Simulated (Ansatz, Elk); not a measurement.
# Bonding as seen by X-rays: LaBeAlFe2

Structure refinements treat a crystal as free atoms side by side. For a made-up structure of LaBeAlFe2 (cell and positions from a PBEsol relaxation) the runs below show what the calculated density changes in F(hkl).

Calculated with Elk 11.2.3 (patched build); DFT, PBE, all-electron APW+lo, Dirac cores, scalar-relativistic bands, static density, ferromagnetic start.

This account leaves out most program logs.

The structure was built from a prototype and need not be the compound's stable phase.

## 1. Starting point

Symmetry: I-4m2, No. 119, tetragonal system. Conventional cell: a = 3.992 Å, b = 3.992 Å, c = 9.750 Å, α = 90.00°, β = 90.00°, γ = 90.00°. Nearest to La lie 8 Fe at 3.02 Å and 4 Al at 3.15 Å and 4 Be at 3.15 Å. Nearest to Fe lie 1 Fe at 2.14 Å and 2 Al at 2.42 Å and 2 Be at 2.42 Å and 4 La at 3.02 Å. Al has 4 Fe at 2.42 Å and 4 Be at 2.82 Å and 4 La at 3.15 Å nearest. Be has 4 Fe at 2.42 Å and 4 Al at 2.82 Å and 4 La at 3.15 Å nearest. Farther neighbours are not listed.

## 2. Ground state and structure factors

An all-electron density is needed, since X-rays see the cores too. Task 0 finds the density and task 195 Fourier-transforms it; tshift is off so that phases refer to the origin typed.

elk.in reads:

```
tasks
  0
  195
  196

xctype
  20

spinpol
  .true.

rgkmax
  7.0

gmaxvr
  14.0

lmaxo
  7

lmaxapw
  8

swidth
  0.002

tshift
  .false.

ramdisk
  .false.

hmaxvr
  5.5

maxscl
  120

epspot
  1e-06

reducebf
  0.8

sppath
  './'

avec
  -3.77149705947 3.77149705947 9.21274523352
  3.77149705947 -3.77149705947 9.21274523352
  3.77149705947 3.77149705947 -9.21274523352

atoms
  4
  'La.in'
  1
  -0.0000000000 -0.0000000000 0.0000000000   0.000000 0.000000 0.000000
  'Fe.in'
  2
  0.3901626998 0.3901626998 -0.0000000000   0.000000 0.000000 -0.035000
  0.6098373002 0.6098373002 0.0000000000   0.000000 0.000000 -0.035000
  'Al.in'
  1
  0.7500000000 0.2500000000 0.5000000000   0.000000 0.000000 0.000000
  'Be.in'
  1
  0.2500000000 0.7500000000 0.5000000000   0.000000 0.000000 0.000000

ngridk
  7 7 7
```

Command:

```
$ OMP_NUM_THREADS=4 elk
```

The job ended after 12 min (4 threads of AMD EPYC 7B13 (Zen 3), shared host; peak memory 0.55 GiB).

SFACRHO.OUT:

```text

h k l indices transformed by vhmat matrix:
   1.000000000       0.000000000       0.000000000    
   0.000000000       1.000000000       0.000000000    
   0.000000000       0.000000000       1.000000000    

      h      k      l  multipl.   |H|            Re(F)            Im(F)           |F|

      0      0      0      1   0.0000000       126.00000     -0.43081799E-17   126.00000    
     -1     -1      1      2  0.68201010       46.690409     -0.50841243E-14   46.690409    
     -1      0      0      4  0.90008055       14.733313       7.7100489       16.628751    
      1      0      0      4  0.90008055       14.733313      -7.7100489       16.628751    
     -1      1      0      4   1.1780158       76.634393      0.85384918E-14   76.634393    
      1      2     -2      4   1.3192500       64.574978       6.9952127       64.952758    
     -1     -2      2      4   1.3192500       64.574978      -6.9952127       64.952758    
      1      1      0      8   1.3611976       63.595515     -0.43179992E-14   63.595515    
     -2     -2      2      2   1.3640202       19.078219      0.19040745E-13   19.078219    
     -1      1      1      4   1.6659659       88.530805      0.55959716E-14   88.530805    
     -2      0      2      4   1.8001611       37.679164      0.62542678E-01   37.679216    
      0     -2      2      4   1.8001611       37.679164     -0.62542678E-01   37.679216    
      2      2     -1      8   1.8022964      -1.5383581     -0.99045775E-14   1.5383581    
      1      0     -2      8   1.8935647       13.760074      -6.2680535       15.120454    
      1      0      1      8   1.8935647       13.760074       6.2680535       15.120454    
     -2     -3      3      4   1.8976226       72.560919       6.2584170       72.830315    
     -3     -2      3      4   1.8976226       72.560919      -6.2584170       72.830315    
      3      3     -3      2   2.0460303       11.741953     -0.14653064E-13   11.741953
```

Elk indexes on the primitive cell of elk.in and gives |H| = 4π sin θ/λ in inverse bohr. Below, one row stands for each form hkl of the conventional cell (m members, Friedel mates merged), F is for one primitive cell and the density is static (no thermal factor). Free-atom factors are Waasmaier and Kirfel's, and R is Σm||F|−|F'||/Σm|F|.

```csv
hkl,m,sin θ/λ (Å⁻¹),"abs F, DFT",neutral atoms,diff.,abs of complex diff.
002,2,0.103,46.690,46.531,+0.159,0.159
101,8,0.135,16.629,16.907,-0.278,0.294
110,4,0.177,76.634,76.656,-0.022,0.022
103,8,0.198,64.953,64.979,-0.026,0.120
112,8,0.205,63.596,63.567,+0.028,0.028
004,2,0.205,19.078,19.102,-0.024,0.024
200,4,0.251,88.531,88.997,-0.466,0.466
202,8,0.271,37.679,37.555,+0.124,0.139
114,8,0.271,1.538,1.959,-0.421,0.421
211,16,0.285,15.120,14.870,+0.251,0.304
105,8,0.285,72.830,73.051,-0.221,0.224
006,2,0.308,11.742,11.459,+0.283,0.283
213,16,0.320,53.804,53.949,-0.145,0.146
204,8,0.324,17.682,17.473,+0.209,0.210
```

## 3. The magnetisation density

The same run holds the spin density, and task 196 transforms it. The order is that of the start, and no other was tried.

SFACMAG_1.OUT:

```text

h k l indices transformed by vhmat matrix:
   1.000000000       0.000000000       0.000000000    
   0.000000000       1.000000000       0.000000000    
   0.000000000       0.000000000       1.000000000    

      h      k      l  multipl.   |H|            Re(F)            Im(F)           |F|

      0      0      0      1   0.0000000       1.3437738      0.71999593E-18   1.3437738    
     -1     -1      1      2  0.68201010      0.14003756     -0.15765642E-17  0.14003756    
     -1      0      0      4  0.90008055      -1.1627426      0.10160755E-01   1.1627870    
      1      0      0      4  0.90008055      -1.1627426     -0.10160755E-01   1.1627870    
     -1      1      0      4   1.1780158       1.3694134      0.22878565E-15   1.3694134    
      1      2     -2      4   1.3192500      0.67694283      0.17864003E-01  0.67717850    
     -1     -2      2      4   1.3192500      0.67694283     -0.17864003E-01  0.67717850    
      1      1      0      8   1.3611976      0.15000137      0.75138763E-17  0.15000137    
     -2     -2      2      2   1.3640202      -1.1456941      0.45608173E-15   1.1456941    
     -1      1      1      4   1.6659659       1.0064096      0.21201170E-15   1.0064096    
     -2      0      2      4   1.8001611      0.15608928     -0.24614729E-01  0.15801819    
      0     -2      2      4   1.8001611      0.15608928      0.24614729E-01  0.15801819    
      2      2     -1      8   1.8022964     -0.86043850     -0.34539076E-15  0.86043850    
      1      0     -2      8   1.8935647     -0.64369957     -0.14746114E-01  0.64386846    
      1      0      1      8   1.8935647     -0.64369957      0.14746114E-01  0.64386846    
     -2     -3      3      4   1.8976226      0.81116406      0.41081118E-03  0.81116416
```

The total moment is 1.34 μB a cell; sphere moments: La1 -0.11, Fe2 +0.82, Fe3 +0.82, Al4 -0.03, Be5 -0.03 μB. Polarised neutrons measure spin and orbital magnetisation together; without spin-orbit coupling the run gives the spin part:

```csv
hkl,sin θ/λ (Å⁻¹),abs F_M (μB)
002,0.103,0.140
101,0.135,1.163
110,0.177,1.369
103,0.198,0.677
112,0.205,0.150
004,0.205,1.146
200,0.251,1.006
202,0.271,0.158
114,0.271,0.860
211,0.285,0.644
105,0.285,0.811
006,0.308,0.454
213,0.320,0.318
204,0.324,0.642
```

## 4. The highest occupied states alone

An energy window below the Fermi level keeps the highest occupied states, to see at which angles they scatter; shallow core shells can lie inside it and anion s states outside. No new self-consistency is needed.

Changes to elk.in since step 2:

```diff
@@ -1,5 +1,3 @@
 tasks
-  0
   195
-  196
 
@@ -44,2 +42,5 @@
 
+wsfac
+  -0.218150 0.633090
+
 sppath
```

Command:

```
$ OMP_NUM_THREADS=4 elk
```

It took 10 s on 4 threads; peak memory 0.33 GiB.

States within 15 eV below the Fermi level hold 24.00 electrons; any levels below the window count with the cores. Their amplitudes can exceed the total, where window and core parts have opposite phase:

```csv
hkl,sin θ/λ (Å⁻¹),"abs F, window","abs F, all"
002,0.103,0.793,46.690
101,0.135,8.068,16.629
110,0.177,8.309,76.634
103,0.198,4.003,64.953
112,0.205,1.971,63.596
004,0.205,6.778,19.078
200,0.251,6.025,88.531
202,0.271,1.333,37.679
114,0.271,4.899,1.538
211,0.285,3.881,15.120
```

## 5. Another functional

The difference from free atoms is small, so it is set against the change that LDA (Perdew-Wang) makes.

Changes to elk.in since step 4:

```diff
@@ -1,6 +1,8 @@
 tasks
+  0
   195
+  196
 
 xctype
-  20
+  3
 
@@ -42,5 +44,2 @@
 
-wsfac
-  -0.218150 0.633090
-
 sppath
```

Command:

```
$ OMP_NUM_THREADS=4 elk
```

Elapsed: 9.1 min, on 4 threads; peak memory 0.36 GiB.

## 6. A coarser k-mesh

About half the k-points along each axis test the sampling.

Changes to elk.in since step 5:

```diff
@@ -6,3 +6,3 @@
 xctype
-  3
+  20
 
@@ -69,2 +69,2 @@
 ngridk
-  7 7 7
+  4 4 4
```

Command:

```
$ OMP_NUM_THREADS=4 elk
```

The job ended after 2.6 min (4 threads; peak memory 0.54 GiB; 8.8 min of CPU time).

Against the first run R = 0.01 %; the largest change is +0.028 at 004. The moment goes from 1.34 to 1.56 μB.

## 7. Settings against the effect

```csv
run,R against the first run (%),"R against neutral atoms, low angle (%)",wall time
"PBE, rgkmax 7",0.00,0.49,12 min
k-mesh 4×4×4,0.01,0.49,2.6 min
```

## 8. What came out

| Property | Result |
| --- | --- |
| R against neutral atoms, sin θ/λ < 0.3 Å⁻¹ | 0.49 % |
| R against neutral atoms, 0.3 to 0.82 Å⁻¹ | 0.18 % |

**Reading.** Independent neutral atoms miss the calculated amplitudes by R = 0.49 % below 0.3 Å⁻¹ and 0.18 % from there to 0.82 Å⁻¹; by shells, 1.12 % below 0.15 Å⁻¹ (2 forms), 0.44 % 0.15 to 0.3 (9 forms), 0.25 % 0.3 to 0.45 (17 forms), 0.16 % above 0.45 (110 forms). Bonding, aspherical density and the tables' own atoms all enter these figures, and the runs don't part them. The largest change of an amplitude is -0.47 electrons, at 200. R counts amplitudes alone; phases shift too. Weak lines can change much in proportion: 114 goes from 1.96 to 1.54. The relaxation gave a moment of 1.17 μB against 1.34 μB here, so the moment isn't settled. The magnetic order is that of the start. No other order was tried here, and an antiferromagnetic one would change or move the magnetic intensity. The window's part falls from 24.0 electrons at the origin to at most 2.15 between 0.45 and 0.82 Å⁻¹, where compact states inside the window still scatter. Below 0.3 Å⁻¹ the changes that finished (k-mesh 4×4×4) move F by R = 0.01 % at most, against the 0.49 % that separates it from free atoms. The magnetic factors move by R = 17.2 % (k-mesh 4×4×4), so they aren't settled to better than that. The basis has no finished test. Part of the difference isn't bonding: the tables are fits to free atoms and ions calculated by other methods than this functional. Thermal motion, anomalous dispersion and extinction are left out.

[Logs are printed without paths, hosts, clocks, repeated set-up lines and the standing remarks that a program may print on its own settings, such as how far it seeks lower states.]

[Hosts, paths, dates, database ids (printed as entryN), source tags and the programs' standing remarks are cut or masked in the printed files.]
